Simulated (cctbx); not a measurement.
**Diagnosing a refinement**

Cell a = 9.2380 Å, b = 9.2380 Å, c = 6.6810 Å, α = 90.00°, β = 90.00°, γ = 120.00°; space group P6_3/mcm (no. 193).

The data are simulated with cctbx, not measured: Ag Kα, λ = 0.56087 Å, to d = 0.6 Å, 95 % of the full sphere, strongest reflection 5000 counts, noise from counting, a 4 % proportional error and a noise floor of 2 counts (s.d.); no absorption, and some extinction, which the refinements don't model.

An anisotropic refinement with weights 1/σ² prints:

```text
Rint 0.062, 466 unique reflections to 0.60 A
cycle     R1     wR2    GooF  max shift (A)
   1  0.1869  0.4266  15.584   0.01895
   2  0.0850  0.2295   8.385   0.00015
final R1 0.0850 wR2 0.2295 GooF 8.384  parameters 10  data/parameter 46.6
atom        x        y        z      Ueq    occ   su(xyz)  su(Uiso or U11)
La1    0.72953  0.72953  0.25000   0.0084  1.000  0.00018  0.0005
Re1    0.66667  0.33333  0.00000   0.0227  1.000  0.00000  0.0006
Al1    0.38572  0.38572  0.25000   0.0188  1.000  0.00147  0.0042
difference map: max 17.13 min -11.14 rms 1.52
Q1    0.0000  0.2503  0.2500    6   17.13  0.19 A from La1
Q2    0.0000  0.4124  0.7500    6    3.71  0.25 A from Al1
Q3    0.0000  0.3100  0.0867   12    1.81  1.15 A from La1
Q4    0.1069  0.2370  0.2500   12    1.74  1.17 A from La1
Q5    0.0000  0.2743  0.5208   12    1.71  1.81 A from La1
Q6    0.2344  0.6098  0.5532   24    1.64  0.87 A from Re1
```

**Question.** Can this result stand? If not, what is the likely fault?

Mend it. The fault: wrong element: Re1 is La. Against the right model at the same level, R1 goes from 0.0139 to 0.0850 and GooF from 1.04 to 8.38, U of La1 shrinks from 0.0147 to 0.0084 Å², U of Re1 swells from 0.0161 to 0.0227 Å², the top difference peak, 17.1 e/Å³, lies on La1 and a hole of -11.1 e/Å³ opens. Re1 has 18 electrons too many and its U swells to shed them, as expected.

The compound is La5Al3. The right model at the same level gives:

```text
Rint 0.062, 466 unique reflections to 0.60 A
cycle     R1     wR2    GooF  max shift (A)
   1  0.0166  0.0346   1.263   0.00072
   2  0.0139  0.0285   1.041   0.00000
final R1 0.0139 wR2 0.0285 GooF 1.041  parameters 10  data/parameter 46.6
atom        x        y        z      Ueq    occ   su(xyz)  su(Uiso or U11)
La1    0.72946  0.72946  0.25000   0.0147  1.000  0.00002  0.0001
La2    0.66667  0.33333  0.00000   0.0161  1.000  0.00000  0.0001
Al1    0.38768  0.38768  0.25000   0.0266  1.000  0.00017  0.0005
difference map: max 1.20 min -1.24 rms 0.22
Q1    0.0000  0.1393  0.7500    6    1.20  2.16 A from La1
Q2    0.0000  0.2311  0.2500    6    0.76  0.36 A from La1
Q3    0.0000  0.1205  0.6365   12    0.76  2.30 A from La1
Q4    0.1211  0.2837  0.5971   24    0.73  1.77 A from La1
Q5    0.0000  0.5000  0.0000    6    0.73  1.97 A from Al1
Q6    0.0000  0.0000  0.1645    4    0.73  2.56 A from La1
```

The model was made for the exercise: a known structure type with other elements put in, its volume estimated, not relaxed; displacement parameters are assumed.

[Middle refinement cycles are left out of these outputs.]

[Logs are printed without paths, hosts, clocks, repeated set-up lines and the standing remarks that a program may print on its own settings, such as how far it seeks lower states.]
